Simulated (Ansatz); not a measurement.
# AgC (built on the sites of a database entry of TlC): relaxing the cell for a phonon run

Wanted: the relaxed cell of AgC (built on the sites of a database entry of TlC).

Calculated with Ansatz 0.2.0; DFT LDA, scalar-relativistic, plane waves, PAW.

The structure was built from a prototype and need not be the compound's stable phase.

## Step 1: Set-up

The structure is cubic, space group Fm-3m (No. 225). Conventional cell: a = 5.033 Å, b = 5.033 Å, c = 5.033 Å, α = 90.00°, β = 90.00°, γ = 90.00°. Nearest to Ag lie 6 C at 2.52 Å. Nearest to C lie 6 Ag at 2.52 Å. Farther neighbours are not listed.

## Step 2: A coarse first look

First a cheap look: the gap decides the mesh and the occupations, the pressure tells how far the cell has to move.

File input.yaml:

```yaml
crystal:
  lattice:
    - [0.0, 2.51626, 2.51626]
    - [2.51626, 0.0, 2.51626]
    - [2.51626, 2.51626, 0.0]
  atoms:
    - { symbol: Ag, position: [0.0, 0.0, 0.0] }
    - { symbol: C, position: [0.5, 0.5, 0.5] }
kpoints:
  mp_grid: { grid: [6, 6, 6] }
hamiltonian:
  xc: lda
scf:
  occupations: { method: gaussian, width: 0.1 }
output:
  forces: true
  stress: true
  eigenvalues: true
```

Started as:

```bash
ansatz run input.yaml --threads 4 --pin off --max-ram 7168MiB --backend cpu --events-out ev --progress --plain --runs-dir out
```

Numbers of over 12 decimals in the logs are rounded to 6 here.

The program printed:

```text
Engine: ansatz 0.2.0, aarch64-unknown-linux-gnu
Pseudopotentials: kind: paw
Pseudopotential: Ag, paw, valence charge 19, recommended cutoff 420 eV (normal), Ag.paw.azcp
Pseudopotential: C, paw, valence charge 4, recommended cutoff 420 eV (normal), C.paw.azcp
Functional definition: SPW92
  exchange = slater_x
  correlation = pw_c
Crystal: 2 atoms, lattice volume = 31.864 Å³
Basis set: ecut = 420 eV, 609 PW (Γ)
[...]
--- Band table (eV; the first three rows and the last of 16) ---
  k-point 0: bands = [... 8 lower, 5.8253, 5.8253, 10.2832, 10.2832, 10.2832, 13.3674, 22.8058, 24.4798]
  k-point 1: bands = [... 8 lower, 5.8481, 5.8481, 9.1397, 10.7171, 10.7171, 14.5536, 20.6369, 22.9341]
  k-point 2: bands = [... 8 lower, 6.1065, 6.1065, 7.9403, 11.5284, 11.5284, 15.6128, 18.6805, 20.7080]
  k-point 15: bands = [... 8 lower, 6.4135, 7.2715, 7.7051, 8.6695, 9.1840, 15.2752, 19.3135, 19.4868]
[key lines of the parts left out:]
SCF converged after 6 iterations
Free energy (F): -7695.828030 eV
Fermi energy:    9.452344 eV
P = ⅓ Tr σ = -24.8630 GPa (-248.630 kbar)
```

The job ended after 0.28 s (4 threads of Arm Neoverse V2, shared host; peak memory 0.26 GiB).

Numbers from this step:

- pressure: -24.86 GPa
- volume per atom: 15.93 Å³
- gap on the k-mesh: 0 eV

The coarse mesh shows no gap and a pressure of -24.9 GPa.

## Step 3: Coarse relaxation

A rough relaxation comes first, because large forces or stress need no tight tolerances yet.

input.yaml: that of step 2 with these lines changed.

```diff
@@ -9,3 +9,3 @@
 kpoints:
-  mp_grid: { grid: [6, 6, 6] }
+  mp_grid: { grid: [8, 8, 8] }
 hamiltonian:
@@ -18 +18,6 @@
   eigenvalues: true
+relax:
+  adjacent_minimum: "off"
+  f_tol: 0.05
+  max_steps: 80
+  cell: { stress_tol: 0.5 }
```

The program printed:

```text
[...]
Crystal: 2 atoms, lattice volume = 31.864 Å³
Basis set: ecut = 420 eV, 609 PW (Γ)
Bands: 16, of which v1, the nominal top of the filled ones, is band 12 counted from 1 (11 counted from 0)
Symmetry: 48 space group operations
[...]
k-points: 29 of 512
[...]
--- Relaxed structure (5 steps of the walk, 5 accepted, 1 SCFs on fresh bases) ---
  F+E_penalty+E_count = -7696.78599832 eV   max|allowed force component| = 1.019e-30 eV/Å   (the final SCF, on the basis selected at the relaxed cell)
  cell:  # Å, volume = 23.1963 Å³
    - [0, 2.263581, 2.263581]
    - [2.263581, 0, 2.263581]
    - [2.263581, 2.263581, 0]
  atoms:
    - { symbol: Ag, position: [0, 0, 0] }
    - { symbol: C, position: [0.5, 0.5, 0.5] }
[key lines of the parts left out:]
SCF converged after 6 iterations
Free energy (F): -7696.785998 eV
Fermi energy:    15.789128 eV
P = ⅓ Tr σ = -0.2464 GPa (-2.464 kbar)
```

It took 1.6 s on 4 threads; peak memory 0.29 GiB; 4.9 s of CPU time.

Step by step:

| step | energy less that of the first step (eV) | largest force component (eV/Å) | pressure (GPa) | volume (Å³) |
| --- | --- | --- | --- | --- |
| 1 | 0.0000 | 0.0000 | -25.53 | 31.86 |
| 2 | -0.6547 | 0.0000 | -19.88 | 27.43 |
| 3 | -0.9683 | 0.0000 | -1.64 | 23.42 |
| 4 | -0.9698 | 0.0000 | 0.58 | 23.12 |
| 5 | -0.9698 | 0.0000 | 0.01 | 23.20 |
| 6* | -0.9660 | 0.0000 | -0.25 | 23.20 |

Relaxation steps marked * repeat the geometry before them on a plane-wave basis chosen anew for their cell, so energy and pressure can jump there.

Forces are held to the 48 operations that the run works with; a distortion that breaks them can't arise in this run.

| conventional cell, symmetrised | before | after | change |
| --- | --- | --- | --- |
| a (Å) | 5.033 | 4.527 | -10.0 % |
| b (Å) | 5.033 | 4.527 | -10.0 % |
| c (Å) | 5.033 | 4.527 | -10.0 % |
| volume (Å³/atom) | 15.93 | 11.60 | -27.2 % |

Final coordinates:

```xyz
2
Lattice="0.0000 2.2636 2.2636 2.2636 0.0000 2.2636 2.2636 2.2636 0.0000" Properties=species:S:1:pos:R:3 pbc="T T T"
Ag    0.0000    0.0000    0.0000
C     2.2636    2.2636    2.2636
```

This step gave:

```
pressure        : -0.2464 GPa
volume per atom : 11.60 Å³
```

In this step the volume went from 15.93 to 11.60 Å³/atom.

## Step 4: Relaxation

The cell and atoms are relaxed, since residual forces and stress would shift the frequencies.

input.yaml, the sections that differ from step 3:

```yaml
crystal:
  lattice:
    - [0.0, 2.2635809533, 2.2635809533]
    - [2.2635809533, 0.0, 2.2635809533]
    - [2.2635809533, 2.2635809533, 0.0]
  atoms:
    - { symbol: Ag, position: [0.0, 0.0, 0.0] }
    - { symbol: C, position: [0.5, 0.5, 0.5] }
kpoints:
  mp_grid: { grid: [14, 14, 14] }
relax:
  adjacent_minimum: "off"
  f_tol: 0.005
  max_steps: 80
  cell: { stress_tol: 0.05 }
# hamiltonian, scf, output: as in step 3
```

The program printed:

```text
[...]
Crystal: 2 atoms, lattice volume = 23.196 Å³
Basis set: ecut = 420 eV, 459 PW (Γ)
Bands: 16, of which v1, the nominal top of the filled ones, is band 12 counted from 1 (11 counted from 0)
[... 1 set-up line as in the run before ...]
[...]
k-points: 104 of 2744
[...]
SCF iter   1: F=—  HF=-7696.784442 eV  |F-HF|=—  |Δ(HF+E_count)|=         —  Δρ=1.20e-2  dr2=2.64e-2  ethr=1.77e-3  ⟨swp⟩=4.0  Hψ=7118  notcnv=0
[...]
SCF iter   6: F=-7696.778083 eV  HF=-7696.778083 eV  |F-HF|=2.18e-11  |Δ(HF+E_count)|=  2.53e-10  Δρ=3.90e-7  dr2=2.68e-11  ethr=1.12e-11  ⟨swp⟩=2.9  Hψ=5282  notcnv=0
SCF 1 converged in 6 iterations: F = -7696.778083 eV  dr2 = 2.68e-11
[...]
relax step   1: F+E_penalty+E_count = -7696.77808305 eV  Δ(F+E_penalty+E_count) = +0.000e0 eV  max|allowed force component| = 1.808e-30 eV/Å  Δτ_max = 0.0000 Å  P = -0.691 GPa  Ω = 23.196 Å³  (6 SCF iters, dr2 threshold 1.00e-7 eV, accepted)
Crystal: 2 atoms, lattice volume = 23.107 Å³
[...]
SCF iter   6: F=-7696.778416 eV  HF=-7696.778416 eV  |F-HF|=0.00e0  |Δ(HF+E_count)|=  4.55e-12  Δρ=1.05e-7  dr2=1.45e-12  ethr=1.00e-12  ⟨swp⟩=1.0  Hψ=3794  notcnv=0
SCF 2 converged in 6 iterations: F = -7696.778416 eV  dr2 = 1.45e-12
relax step   2: F+E_penalty+E_count = -7696.77841557 eV  Δ(F+E_penalty+E_count) = -3.325e-4 eV  max|allowed force component| = 2.564e-30 eV/Å  Δτ_max = 0.0000 Å  P = -0.006 GPa  Ω = 23.107 Å³  energy of the carried Pulay correction = +1.380e-4 eV  (6 SCF iters, dr2 threshold 2.00e-7 eV, accepted)
[...]
SCF iter   8: F=-7696.778310 eV  HF=-7696.778310 eV  |F-HF|=9.09e-13  |Δ(HF+E_count)|=    0.00e0  Δρ=3.66e-11  dr2=3.31e-19  ethr=1.00e-12  ⟨swp⟩=1.0  Hψ=3745  notcnv=0
SCF 3 converged in 8 iterations: F = -7696.778310 eV  dr2 = 3.31e-19
relax step   3: F+E_penalty+E_count = -7696.77830972 eV  Δ(F+E_penalty+E_count) = +1.058e-4 eV  max|allowed force component| = 2.202e-30 eV/Å  Δτ_max = 0.0000 Å  P = -0.011 GPa  Ω = 23.107 Å³  stress off target by 1.15e-2 GPa  SCF on the basis re-selected at this cell (its energy is not comparable with the rows above)  (8 SCF iters)
[...]
SCF converged after 8 iterations
Free energy (F): -7696.778310 eV
[...]
Internal energy: -7696.774237 eV  (E = F + TS)
E sigma→0 (E₀):  -7696.776273 eV
Entropy (-TS):   -0.004073 eV (-2.036 meV/atom)
Fermi energy:    15.805346 eV
[...]
--- Stress (GPa, compression-positive) ---
       -0.011460       0.000000       0.000000
        0.000000      -0.011460       0.000000
        0.000000       0.000000      -0.011460
  P = ⅓ Tr σ = -0.0115 GPa (-0.115 kbar)
--- Band table (eV; the first three rows and the last of 104) ---
  k-point 0: bands = [... 8 lower, 10.7357, 10.7357, 16.2791, 16.2791, 16.2791, 22.4663, 29.1920, 33.0110]
  k-point 1: bands = [... 8 lower, 10.6622, 10.6622, 16.0380, 16.4440, 16.4440, 22.7172, 28.9629, 32.7291]
  k-point 2: bands = [... 8 lower, 10.6788, 10.6788, 15.4506, 16.8832, 16.8832, 23.2992, 28.2442, 31.9523]
  k-point 103: bands = [... 8 lower, 11.7778, 13.4919, 13.7952, 13.9716, 15.2661, 24.5326, 27.0219, 27.3327]
--- Relaxed structure (2 steps of the walk, 2 accepted, 1 SCFs on fresh bases) ---
[...]
cell:  # Å, volume = 23.1071 Å³
    - [0, 2.260678, 2.260678]
    - [2.260678, 0.0, 2.260678]
    - [2.260678, 2.260678, 0]
  atoms:
    - { symbol: Ag, position: [0, 0, 0] }
    - { symbol: C, position: [0.5, 0.5, 0.5] }
```

Elapsed: 1.8 s, on 4 threads; peak memory 0.32 GiB.

Step by step:

| step | energy less that of the first step (eV) | largest force component (eV/Å) | pressure (GPa) | volume (Å³) |
| --- | --- | --- | --- | --- |
| 1 | 0.0000 | 0.0000 | -0.69 | 23.20 |
| 2 | -0.0003 | 0.0000 | -0.01 | 23.11 |
| 3* | -0.0002 | 0.0000 | -0.01 | 23.11 |

Relaxation steps marked * repeat the geometry before them on a plane-wave basis chosen anew for their cell, so energy and pressure can jump there.

Forces are held to the 48 operations that the run works with; a distortion that breaks them can't arise in this run.

| conventional cell, symmetrised | before | after | change |
| --- | --- | --- | --- |
| a (Å) | 4.527 | 4.521 | -0.1 % |
| b (Å) | 4.527 | 4.521 | -0.1 % |
| c (Å) | 4.527 | 4.521 | -0.1 % |
| volume (Å³/atom) | 11.60 | 11.55 | -0.4 % |

Final coordinates:

```xyz
2
Lattice="0.0000 2.2607 2.2607 2.2607 0.0000 2.2607 2.2607 2.2607 0.0000" Properties=species:S:1:pos:R:3 pbc="T T T"
Ag    0.0000    0.0000    0.0000
C     2.2607    2.2607    2.2607
```

This step gave:

| Quantity | Value |
| --- | --- |
| pressure | -0.01146 GPa |
| volume per atom | 11.55 Å³ |

In this step the volume went from 11.60 to 11.55 Å³/atom.

## Step 5: Tight relaxation

Phonons need a cell at rest on their own settings, so the relaxation is repeated with tight tolerances on forces and stress, using the mesh and the filling of the phonon run that follows.

File input.yaml:

```yaml
crystal:
  lattice:
    - [0.0, 2.2606784138, 2.2606784138]
    - [2.2606784138, 0.0, 2.2606784138]
    - [2.2606784138, 2.2606784138, 0.0]
  atoms:
    - { symbol: Ag, position: [0.0, 0.0, 0.0] }
    - { symbol: C, position: [0.5, 0.5, 0.5] }
kpoints:
  mp_grid: { grid: [16, 16, 16] }
hamiltonian:
  xc: lda
scf:
  occupations: { method: methfessel_paxton, width: 0.15 }
output:
  forces: true
  stress: true
  eigenvalues: true
relax:
  adjacent_minimum: "off"
  f_tol: 0.001
  max_steps: 60
  cell: { stress_tol: 0.01 }
```

The program printed:

```text
[...]
Crystal: 2 atoms, lattice volume = 23.107 Å³
Basis set: ecut = 420 eV, 459 PW (Γ)
Bands: 16, of which v1, the nominal top of the filled ones, is band 12 counted from 1 (11 counted from 0)
[... 1 set-up line as in the run before ...]
[...]
k-points: 145 of 4096
[...]
k-point 144: bands = [... 8 lower, 11.7840, 13.7637, 13.7637, 13.7990, 15.2909, 24.8203, 27.1571, 27.1571]
--- Relaxed structure (2 steps of the walk, 2 accepted, 1 SCFs on fresh bases) ---
[...]
cell:  # Å, volume = 23.0970 Å³
    - [0, 2.260346, 2.260346]
    - [2.260346, 0.0, 2.260346]
    - [2.260346, 2.260346, 0]
  atoms:
    - { symbol: Ag, position: [0, 0, 0] }
    - { symbol: C, position: [0.5, 0.5, 0.5] }
[key lines of the parts left out:]
SCF converged after 4 iterations
Free energy (F): -7696.768818 eV
Fermi energy:    15.838960 eV
P = ⅓ Tr σ = -0.0033 GPa (-0.033 kbar)
```

It took 2 s on 4 threads; peak memory 0.35 GiB.

Little changed from the start: no atom moved by 0.005 Å and no cell edge by 0.1 %.

Numbers from this step:

```yaml
pressure: -0.003346 GPa
```

The forces vanish by symmetry and the pressure is -0.003 GPa, within the tolerances set. The cell now holds 11.55 Å³/atom.

## Step 6: Summary of results

* space group after relaxation (within 0.01 Å): Fm-3m
* lattice constant a: 4.521 Å
* lattice constant b: 4.521 Å
* lattice constant c: 4.521 Å
* volume per atom: 11.5 Å³

In words: The forces vanish by symmetry and the pressure is -0.003 GPa, within the tolerances set. The cell now holds 11.55 Å³/atom. The relaxation keeps the symmetry of its start, so it says nothing on stability against lower symmetry. The runs are without spin polarisation, although the cell has an odd electron count. The starting cell was built on a prototype and not taken from a measurement, so the phase need not exist.

[Logs are printed without paths, hosts, clocks, repeated set-up lines and the standing remarks that a program may print on its own settings, such as how far it seeks lower states.]

[Hosts, paths, dates, database ids (printed as entryN), source tags and the programs' standing remarks are cut or masked in the printed files.]
